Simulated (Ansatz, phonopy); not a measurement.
# Quasi-harmonic thermodynamics of Cu (Copper, Fm-3m), part 2 of 4

How much does Cu (Copper) expand with temperature?

Measurements to reproduce:
- heat capacity C_P per formula unit 24.5 J/mol/K near room temperature (given in “High-Throughput Prediction of Finite-Temperature Properties using the Quasi-Harmonic Approximation”, 2016, arXiv:1603.06924)

Ansatz 0.2.0; DFT LDA, scalar-relativistic, plane waves, PAW (the session's first sound run).

So far. Step 2 (Probe on a coarse mesh): The start is under -12 GPa at this level and looks like a metal on this mesh. Step 5 (Relaxing to small residual forces and stress): The residual pressure is -0.0078 GPa, small enough for phonons.

### 6. Phonons on strained cells

Thermal expansion follows from how the free energy of the vibrations (and of the electrons in a metal) changes with strain, so the program makes strained cells, their phonons and a fit in one run.

File input.yaml:

```yaml
crystal:
  lattice:
    - [0.0, 1.7592976432, 1.7592976432]
    - [1.7592976432, 0.0, 1.7592976432]
    - [1.7592976432, 1.7592976432, 0.0]
  atoms:
    - { symbol: Cu, position: [0.0, 0.0, 0.0] }
kpoints:
  mp_grid: { grid: [24, 24, 24] }
hamiltonian:
  xc: lda
scf:
  occupations: { method: methfessel_paxton, width: 0.2 }
  lower_state_search: "off"
output:
  eigenvalues: true
phonons:
  method: dfpt
  qmesh: [3, 3, 3]
  temperatures: { t_max: 1200.0, t_step: 50 }
  thermal_expansion: {}
```

Run with:

```
$ ansatz run input.yaml --threads 8 --pin off --max-ram 16384MiB --backend cpu --events-out ev --progress --plain --runs-dir out
```

Numbers of over 12 decimals in the logs are rounded to 6 here.

The program printed:

```text
[...]
Crystal: 1 atoms, lattice volume = 10.891 Å³
Basis set: ecut = 487.2 eV, 283 PW (Γ), exchange–correlation on 36×36×36 points (8 copies of the dense FFT grid, shifted against one another)
Bands: 14, of which v1, the nominal top of the filled ones, is band 10 counted from 1 (9 counted from 0)
Symmetry: 48 space group operations
[...]
k-points: 413 of 13824
[...]
SCF iter   1: F=—  HF=-6555.730272 eV  |F-HF|=—  |Δ(HF+E_count)|=         —  Δρ=2.27e-2  dr2=2.40e-2  ethr=1.77e-3  ⟨swp⟩=4.9  Hψ=28800  notcnv=0
[...]
SCF iter   7: F=-6555.723413 eV  HF=-6555.723413 eV  |F-HF|=9.09e-13  |Δ(HF+E_count)|=  1.82e-12  S|Δr|=    0.00e0  Δρ=7.55e-8  dr2=7.18e-14  ethr=1.00e-12  ⟨swp⟩=5.0  Hψ=21475  notcnv=0
SCF 1 converged in 7 iterations: F = -6555.723413 eV  dr2 = 7.18e-14
[...]
relax step   1: F+E_penalty+E_count = -6555.72341277 eV  Δ(F+E_penalty+E_count) = +0.000e0 eV  max|allowed force component| = 0.000e0 eV/Å  Δτ_max = 0.0000 Å  (7 SCF iters, accepted)
SCF converged after 7 iterations
[...]
Free energy (F): -6555.723413 eV
[...]
Internal energy: -6555.723656 eV  (E = F + TS)
E sigma→0 (E₀):  -6555.723474 eV
Entropy (-TS):   0.000243 eV (0.243 meV/atom)
Fermi energy:    18.165583 eV
[...]
--- Stress (GPa, compression-positive) ---
       -0.038542       0.000000      -0.000000
        0.000000      -0.038542       0.000000
        0.000000      -0.000000      -0.038542
  P = ⅓ Tr σ = -0.0385 GPa (-0.385 kbar)
--- Band table (eV; the first three rows and the last of 413) ---
  k-point 0: bands = [... 6 lower, 14.8409, 14.8409, 15.8035, 15.8035, 41.5087, 44.4340, 44.4340, 44.4340]
  k-point 1: bands = [... 6 lower, 14.8550, 14.8550, 15.7977, 15.7977, 41.2182, 43.3989, 44.2137, 44.2137]
  k-point 2: bands = [... 6 lower, 14.8941, 14.8941, 15.7832, 15.7832, 39.8772, 42.5219, 43.7409, 43.7409]
  k-point 412: bands = [... 6 lower, 14.2518, 15.7501, 16.6188, 24.6299, 24.6299, 26.9114, 27.5424, 47.5232]
── thermal expansion: 3 new cells, 3 in all ──
thermal expansion: relaxation of cell 2
thermal expansion: relaxation of cell 3
── thermal expansion: 2 new cells, 5 in all ──
thermal expansion: relaxation of cell 4
thermal expansion: electrons of cell 4
thermal expansion: phonons of cell 4
thermal expansion: relaxation of cell 5
thermal expansion: electrons of cell 1
thermal expansion: electrons of cell 2
thermal expansion: electrons of cell 3
thermal expansion: electrons of cell 5
thermal expansion: phonons of cell 5
── thermal expansion: 6 new cells, 11 in all ──
thermal expansion: relaxation of cell 6
thermal expansion: relaxation of cell 7
thermal expansion: relaxation of cell 8
thermal expansion: relaxation of cell 9
thermal expansion: relaxation of cell 10
thermal expansion: relaxation of cell 11
thermal expansion: electrons of cell 6
thermal expansion: electrons of cell 7
thermal expansion: electrons of cell 8
thermal expansion: electrons of cell 9
thermal expansion: electrons of cell 10
thermal expansion: electrons of cell 11
thermal expansion: phonons of cell 6
thermal expansion: phonons of cell 7
thermal expansion: phonons of cell 8
--- Relaxed structure (1 steps of the walk, 1 accepted, 0 SCFs on fresh bases) ---
  F+E_penalty+E_count = -6555.72341277 eV   max|allowed force component| = 0.000e0 eV/Å
  atoms:
    - { symbol: Cu, position: [0.0, 0.0, 0.0] }
--- Thermal expansion: 11 cells in 3 rounds, 0 GPa ---
  no lower state was looked for at cell 4: scf.lower_state_search: off
  without vibrations: a 2.48784, b 2.48784, c 2.48784 Å, V 10.8881 Å³, B 188.79 GPa
  at 0 K: a 2.49248, b 2.49248, c 2.49248 Å, V 10.9491 Å³, B 185.54 GPa
  zero-point expansion: a +0.186, b +0.186, c +0.186, V +0.560 %
      T/K        a/Å        b/Å        c/Å       V/Å³ | expansion of a, b, c, V (1e-6/K)   | that of V in the mean from 25 °C | C_P, C_V (J/mol K of the cell) | B_T, B_S (GPa)
     0.00    2.49248    2.49248    2.49248    10.9491 |    0.00    0.00    0.00    0.00 |   27.31 |     0.000     0.000 |   185.54   185.54
   150.00    2.49452    2.49452    2.49452    10.9760 |   11.13   11.13   11.13   33.40 |   38.53 |    19.837    19.636 |   182.26   184.13
   298.15    2.49928    2.49928    2.49928    11.0390 |   13.98   13.98   13.98   41.94 |       - |    24.229    23.615 |   176.22   180.80
   400.00    2.50295    2.50295    2.50295    11.0877 |   14.80   14.80   14.80   44.41 |   43.35 |    25.270    24.365 |   171.86   178.24
   550.00    2.50870    2.50870    2.50870    11.1642 |   15.73   15.73   15.73   47.19 |   45.05 |    26.240    24.880 |   165.22   174.26
   700.00    2.51479    2.51479    2.51479    11.2457 |   16.60   16.60   16.60   49.80 |   46.60 |    27.025    25.163 |   158.34   170.06
   850.00    2.52123    2.52123    2.52123    11.3324 |   17.53   17.53   17.53   52.58 |   48.16 |    27.788    25.362 |   151.21   165.67
  1000.00    2.52806    2.52806    2.52806    11.4247 |   18.56   18.56   18.56   55.69 |   49.79 |    28.593    25.525 |   143.80   161.08
  1150.00    2.53533    2.53533    2.53533    11.5236 |   19.75   19.75   19.75   59.25 |   51.53 |    29.482    25.669 |   136.08   156.29
  1200.00    2.53786    2.53786    2.53786    11.5581 |   20.19   20.19   20.19   60.57 |   52.15 |    29.804    25.715 |   133.43   154.65
  the static fit leaves 0.004 meV an atom of the energies and, of the stresses, 0.000 GPa of each cell's largest along a strain (root mean squares over the cells), whose Pulay part it has at -0.051 GPa
  vibrations' free energy: its fit leaves 0.0007 meV an atom at the most
  the electrons' free energy at temperature is in it; its fit leaves 0.0000 meV an atom at the most
  free energies summed between the sampled wave vectors
  estimated error of the fitted expansion in any direction: up to 0.036e-6/K, at 950 K (an estimate, not a bound: it was exceeded on models of known expansion)
  by sums over the sampled wave vectors an expansion of the volume parts by up to 3.85e-6/K
  by a static energy of one degree less an expansion of the volume parts by up to 0.19e-6/K
  the FFT grids of the static calculations differ: 18 × 18 × 18, 20 × 20 × 20
```

Run time: 8.1 min. Hardware: 8 threads of Arm Neoverse V1, shared host; peak memory 3.6 GiB.

This step gave:

```
pressure                                         : -0.03854 GPa
volume expansion coefficient at 298 K            : 41.94 1e-6/K
C_P at 298 K                                     : 24.23 J/mol-atom/K
entropy at 298 K                                 : 31.38 J/mol-atom/K
isothermal bulk modulus at 298 K                 : 176.2 GPa
Grüneisen parameter at 298 K                     : 2.080
volume at 298 K                                  : 11.04 Å³/atom
principal linear expansion coefficients at 298 K : 13.98, 13.98, 13.98 1e-6/K
```

Strained cells of the study; zero-point energy where phonons were solved; the pressures are stresses at a fixed cutoff and can carry an offset from the finite basis. Expansion cells, by row:

| cell | \|a\| (Å) | \|b\| (Å) | \|c\| (Å) | V (Å³/atom) | E - E_lowest (meV/atom) | pressure, compression positive (GPa) | gap (eV) | zero-point energy (meV/atom) |
| --- | --- | --- | --- | --- | --- | --- | --- | --- |
| 1 | 2.488 | 2.488 | 2.488 | 10.89 | 0.001 | -0.092 | - | - |
| 2 | 2.508 | 2.508 | 2.508 | 11.15 | 3.642 | -4.339 | - | - |
| 3 | 2.468 | 2.468 | 2.468 | 10.63 | 3.692 | 4.689 | - | - |
| 4 | 2.488 | 2.488 | 2.488 | 10.89 | 0 | -0.107 | - | 33.51 |
| 5 | 2.501 | 2.501 | 2.501 | 11.06 | 1.471 | -2.824 | - | 32.45 |
| 6 | 2.52 | 2.52 | 2.52 | 11.32 | 9.329 | -6.713 | - | 30.8 |
| 7 | 2.537 | 2.537 | 2.537 | 11.54 | 20.5 | -9.552 | - | 29.48 |
| 8 | 2.553 | 2.553 | 2.553 | 11.77 | 35.67 | -12.11 | - | 28.17 |
| 9 | 2.463 | 2.463 | 2.463 | 10.57 | 5.807 | 5.966 | - | - |
| 10 | 2.476 | 2.476 | 2.476 | 10.73 | 1.405 | 2.819 | - | - |
| 11 | 2.573 | 2.573 | 2.573 | 12.05 | 59.66 | -14.92 | - | - |

Quasi-harmonic; a, b, c are the run's own cell vectors. Expansion, by row:

| T (K) | a (Å) | b (Å) | c (Å) | alpha (deg) | beta (deg) | gamma (deg) | cell volume (Å³/cell) | alpha_a (1e-6/K) | alpha_b (1e-6/K) | alpha_c (1e-6/K) | alpha_V (1e-6/K) | C_P (J/mol-atom/K) | C_V (J/mol-atom/K) | S (J/mol-atom/K) | B_T (GPa) | B_S (GPa) | Grueneisen | extrapolation | fit error (1e-6/K) |
| --- | --- | --- | --- | --- | --- | --- | --- | --- | --- | --- | --- | --- | --- | --- | --- | --- | --- | --- | --- |
| 0 | 2.492 | 2.492 | 2.492 | 60 | 60 | 60 | 10.95 | 0 | 0 | 0 | 0 | 0 | 0 | 0 | 185.5 | 185.5 | - | 0 | 0 |
| 50 | 2.493 | 2.493 | 2.493 | 60 | 60 | 60 | 10.95 | 2.74 | 2.74 | 2.74 | 8.22 | 5.308 | 5.304 | 1.915 | 185.3 | 185.5 | 1.895 | 0 | 0 |
| 100 | 2.493 | 2.493 | 2.493 | 60 | 60 | 60 | 10.96 | 8.29 | 8.29 | 8.29 | 24.86 | 15.06 | 14.99 | 8.886 | 184.1 | 185 | 2.015 | 0 | 0.01 |
| 150 | 2.495 | 2.495 | 2.495 | 60 | 60 | 60 | 10.98 | 11.13 | 11.13 | 11.13 | 33.4 | 19.84 | 19.64 | 16.02 | 182.3 | 184.1 | 2.049 | 0 | 0.01 |
| 200 | 2.496 | 2.496 | 2.496 | 60 | 60 | 60 | 11 | 12.58 | 12.58 | 12.58 | 37.73 | 22.15 | 21.81 | 22.08 | 180.3 | 183.1 | 2.065 | 0 | 0.01 |
| 250 | 2.498 | 2.498 | 2.498 | 60 | 60 | 60 | 11.02 | 13.42 | 13.42 | 13.42 | 40.27 | 23.44 | 22.96 | 27.17 | 178.2 | 181.9 | 2.074 | 0 | 0.01 |
| 298.1 | 2.499 | 2.499 | 2.499 | 60 | 60 | 60 | 11.04 | 13.98 | 13.98 | 13.98 | 41.94 | 24.23 | 23.61 | 31.38 | 176.2 | 180.8 | 2.081 | 0 | 0.01 |
| 300 | 2.499 | 2.499 | 2.499 | 60 | 60 | 60 | 11.04 | 14 | 14 | 14 | 41.99 | 24.25 | 23.64 | 31.52 | 176.1 | 180.8 | 2.081 | 0 | 0.01 |
| 350 | 2.501 | 2.501 | 2.501 | 60 | 60 | 60 | 11.06 | 14.44 | 14.44 | 14.44 | 43.31 | 24.83 | 24.07 | 35.31 | 174 | 179.5 | 2.087 | 0 | 0.01 |
| 400 | 2.503 | 2.503 | 2.503 | 60 | 60 | 60 | 11.09 | 14.8 | 14.8 | 14.8 | 44.41 | 25.27 | 24.36 | 38.65 | 171.9 | 178.2 | 2.092 | 0 | 0.01 |
| 450 | 2.505 | 2.505 | 2.505 | 60 | 60 | 60 | 11.11 | 15.13 | 15.13 | 15.13 | 45.39 | 25.63 | 24.58 | 41.65 | 169.7 | 176.9 | 2.097 | 0 | 0.01 |
| 500 | 2.507 | 2.507 | 2.507 | 60 | 60 | 60 | 11.14 | 15.44 | 15.44 | 15.44 | 46.31 | 25.95 | 24.75 | 44.37 | 167.5 | 175.6 | 2.102 | 0 | 0.01 |
| 550 | 2.509 | 2.509 | 2.509 | 60 | 60 | 60 | 11.16 | 15.73 | 15.73 | 15.73 | 47.19 | 26.24 | 24.88 | 46.86 | 165.2 | 174.3 | 2.107 | 0 | 0.01 |
| 600 | 2.511 | 2.511 | 2.511 | 60 | 60 | 60 | 11.19 | 16.02 | 16.02 | 16.02 | 48.06 | 26.51 | 24.99 | 49.15 | 163 | 172.9 | 2.112 | 0 | 0.02 |
| 650 | 2.513 | 2.513 | 2.513 | 60 | 60 | 60 | 11.22 | 16.31 | 16.31 | 16.31 | 48.92 | 26.77 | 25.08 | 51.28 | 160.7 | 171.5 | 2.117 | 0 | 0.02 |
| 700 | 2.515 | 2.515 | 2.515 | 60 | 60 | 60 | 11.25 | 16.6 | 16.6 | 16.6 | 49.8 | 27.02 | 25.16 | 53.28 | 158.3 | 170.1 | 2.122 | 0 | 0.02 |
| 750 | 2.517 | 2.517 | 2.517 | 60 | 60 | 60 | 11.27 | 16.9 | 16.9 | 16.9 | 50.7 | 27.28 | 25.24 | 55.15 | 156 | 168.6 | 2.128 | 0 | 0.03 |
| 800 | 2.519 | 2.519 | 2.519 | 60 | 60 | 60 | 11.3 | 17.21 | 17.21 | 17.21 | 51.63 | 27.53 | 25.3 | 56.92 | 153.6 | 167.2 | 2.134 | 0 | 0.03 |
| 850 | 2.521 | 2.521 | 2.521 | 60 | 60 | 60 | 11.33 | 17.53 | 17.53 | 17.53 | 52.58 | 27.79 | 25.36 | 58.6 | 151.2 | 165.7 | 2.14 | 0 | 0.03 |
| 900 | 2.523 | 2.523 | 2.523 | 60 | 60 | 60 | 11.36 | 17.86 | 17.86 | 17.86 | 53.58 | 28.05 | 25.42 | 60.19 | 148.8 | 164.2 | 2.146 | 0 | 0.03 |
| 950 | 2.526 | 2.526 | 2.526 | 60 | 60 | 60 | 11.39 | 18.2 | 18.2 | 18.2 | 54.61 | 28.32 | 25.47 | 61.72 | 146.3 | 162.6 | 2.152 | 0 | 0.04 |
| 1000 | 2.528 | 2.528 | 2.528 | 60 | 60 | 60 | 11.42 | 18.56 | 18.56 | 18.56 | 55.69 | 28.59 | 25.52 | 63.17 | 143.8 | 161.1 | 2.159 | 0 | 0.03 |
| 1050 | 2.53 | 2.53 | 2.53 | 60 | 60 | 60 | 11.46 | 18.94 | 18.94 | 18.94 | 56.82 | 28.88 | 25.57 | 64.58 | 141.3 | 159.5 | 2.165 | 0 | 0.03 |
| 1100 | 2.533 | 2.533 | 2.533 | 60 | 60 | 60 | 11.49 | 19.34 | 19.34 | 19.34 | 58.01 | 29.17 | 25.62 | 65.93 | 138.7 | 157.9 | 2.172 | 0 | 0.02 |
| 1150 | 2.535 | 2.535 | 2.535 | 60 | 60 | 60 | 11.52 | 19.75 | 19.75 | 19.75 | 59.25 | 29.48 | 25.67 | 67.23 | 136.1 | 156.3 | 2.18 | 0 | 0.02 |
| 1200 | 2.538 | 2.538 | 2.538 | 60 | 60 | 60 | 11.56 | 20.19 | 20.19 | 20.19 | 60.57 | 29.8 | 25.71 | 68.49 | 133.4 | 154.7 | 2.188 | 0 | 0.04 |

Table of expansion coefficient by temperature; values in 1e-6/K:

| temperature (K) | volume | principal 1 |
| --- | --- | --- |
| 0 | 0 | 0 |
| 50 | 8.22 | 2.74 |
| 100 | 24.9 | 8.29 |
| 150 | 33.4 | 11.1 |
| 200 | 37.7 | 12.6 |
| 250 | 40.3 | 13.4 |
| 298 | 41.9 | 14.0 |
| 300 | 42.0 | 14 |
| 350 | 43.3 | 14.4 |
| 400 | 44.4 | 14.8 |
| 450 | 45.4 | 15.1 |
| 500 | 46.3 | 15.4 |
| 550 | 47.2 | 15.7 |
| 600 | 48.1 | 16.0 |
| 650 | 48.9 | 16.3 |
| 700 | 49.8 | 16.6 |
| 750 | 50.7 | 16.9 |
| 800 | 51.6 | 17.2 |
| 850 | 52.6 | 17.5 |
| 900 | 53.6 | 17.9 |
| 950 | 54.6 | 18.2 |
| 1000 | 55.7 | 18.6 |
| 1050 | 56.8 | 18.9 |
| 1100 | 58.0 | 19.3 |
| 1150 | 59.2 | 19.8 |
| 1200 | 60.6 | 20.2 |

At 298 K the volume expansion is 41.9 × 10⁻⁶/K and B_T is 176 GPa. The q-mesh is coarse, so this is a first estimate. The program raised the cutoff to 487.2 eV by itself: with no cutoff typed, the study takes about 1.16 times the default for its relaxations and scales it with the volume for the phonons.

### 7. Quasi-harmonic fit by phonopy

This step: DFT LDA, scalar-relativistic, plane waves, PAW (phonopy 4.10.0).

Numbers from this step:

```yaml
volume_expansion_coefficient_at_300_k: 41.94 1e-6/K
isothermal_bulk_modulus_at_300_k: 176.1 GPa
c_p_at_300_k: 24.33 J/mol-atom/K
grueneisen_parameter_at_300_k: 2.096
```

Energy (each curve on its own zero) against volume; values in meV/atom:

| volume (Å³/atom) | static | F at 0 K | F at 300 K | F at 1200 K |
| --- | --- | --- | --- | --- |
| 10.891 | 0 | 2.63 | 6.68 | 25.4 |
| 11.056 | 1.47 | 3.04 | 5.57 | 17.1 |
| 11.320 | 9.33 | 9.25 | 9.26 | 9.11 |
| 11.540 | 20.5 | 19.1 | 16.9 | 6.98 |
| 11.765 | 35.7 | 33.0 | 28.5 | 8.45 |

Phonopy-qha, vinet fit of F(V) at each temperature. Qha vinet, by row:

| T (K) | fitted volume (Å³/atom) | alpha_V (1e-6/K) | B_T (GPa) | C_P (J/mol-atom/K) | Grueneisen |
| --- | --- | --- | --- | --- | --- |
| 100 | 10.96 | 23.45 | 183.9 | 14.61 | 1.909 |
| 150 | 10.98 | 32.74 | 182.1 | 19.82 | 2.018 |
| 200 | 11 | 37.46 | 180.2 | 22.23 | 2.062 |
| 250 | 11.02 | 40.15 | 178.2 | 23.52 | 2.083 |
| 300 | 11.04 | 41.94 | 176.1 | 24.33 | 2.096 |
| 350 | 11.06 | 43.29 | 174 | 24.89 | 2.106 |
| 400 | 11.09 | 44.4 | 171.8 | 25.32 | 2.115 |
| 450 | 11.11 | 45.38 | 169.7 | 25.68 | 2.123 |
| 500 | 11.14 | 46.3 | 167.5 | 25.99 | 2.131 |
| 550 | 11.16 | 47.18 | 165.2 | 26.27 | 2.139 |
| 600 | 11.19 | 48.05 | 163 | 26.54 | 2.148 |
| 650 | 11.22 | 48.92 | 160.7 | 26.79 | 2.156 |
| 700 | 11.25 | 49.79 | 158.4 | 27.04 | 2.164 |
| 750 | 11.27 | 50.69 | 156 | 27.3 | 2.173 |
| 800 | 11.3 | 51.62 | 153.7 | 27.55 | 2.182 |
| 850 | 11.33 | 52.57 | 151.3 | 27.8 | 2.191 |
| 900 | 11.36 | 53.56 | 148.8 | 28.06 | 2.201 |
| 950 | 11.39 | 54.59 | 146.4 | 28.33 | 2.21 |
| 1000 | 11.42 | 55.67 | 143.9 | 28.6 | 2.22 |
| 1050 | 11.46 | 56.79 | 141.4 | 28.89 | 2.231 |
| 1100 | 11.49 | 57.97 | 138.8 | 29.18 | 2.241 |
| 1150 | 11.52 | 59.21 | 136.2 | 29.49 | 2.252 |

The volume expansion coefficient by temperature; values in 1e-6/K:

| temperature (K) | phonopy-qha, Vinet | Ansatz's own study |
| --- | --- | --- |
| 100 | 23.4 | 24.9 |
| 150 | 32.7 | 33.4 |
| 200 | 37.5 | 37.7 |
| 250 | 40.1 | 40.3 |
| 300 | 41.9 | 42.0 |
| 350 | 43.3 | 43.3 |
| 400 | 44.4 | 44.4 |
| 450 | 45.4 | 45.4 |
| 500 | 46.3 | 46.3 |
| 550 | 47.2 | 47.2 |
| 600 | 48.0 | 48.1 |
| 650 | 48.9 | 48.9 |
| 700 | 49.8 | 49.8 |
| 750 | 50.7 | 50.7 |
| 800 | 51.6 | 51.6 |
| 850 | 52.6 | 52.6 |
| 900 | 53.6 | 53.6 |
| 950 | 54.6 | 54.6 |
| 1000 | 55.7 | 55.7 |
| 1050 | 56.8 | 56.8 |
| 1100 | 58.0 | 58.0 |
| 1150 | 59.2 | 59.2 |

The fit gives a volume expansion of 41.9 × 10⁻⁶/K at 300 K, against 41.9 at 298 K from the study itself, whose static fit uses more cells.

(Part 2 of 4 ends here.)

[Logs are printed without paths, hosts, clocks, repeated set-up lines and the standing remarks that a program may print on its own settings, such as how far it seeks lower states.]

[Hosts, paths, dates, database ids (printed as entryN), source tags and the programs' standing remarks are cut or masked in the printed files.]

[A step with changed settings may run another functional than the one named; its input shows which.]
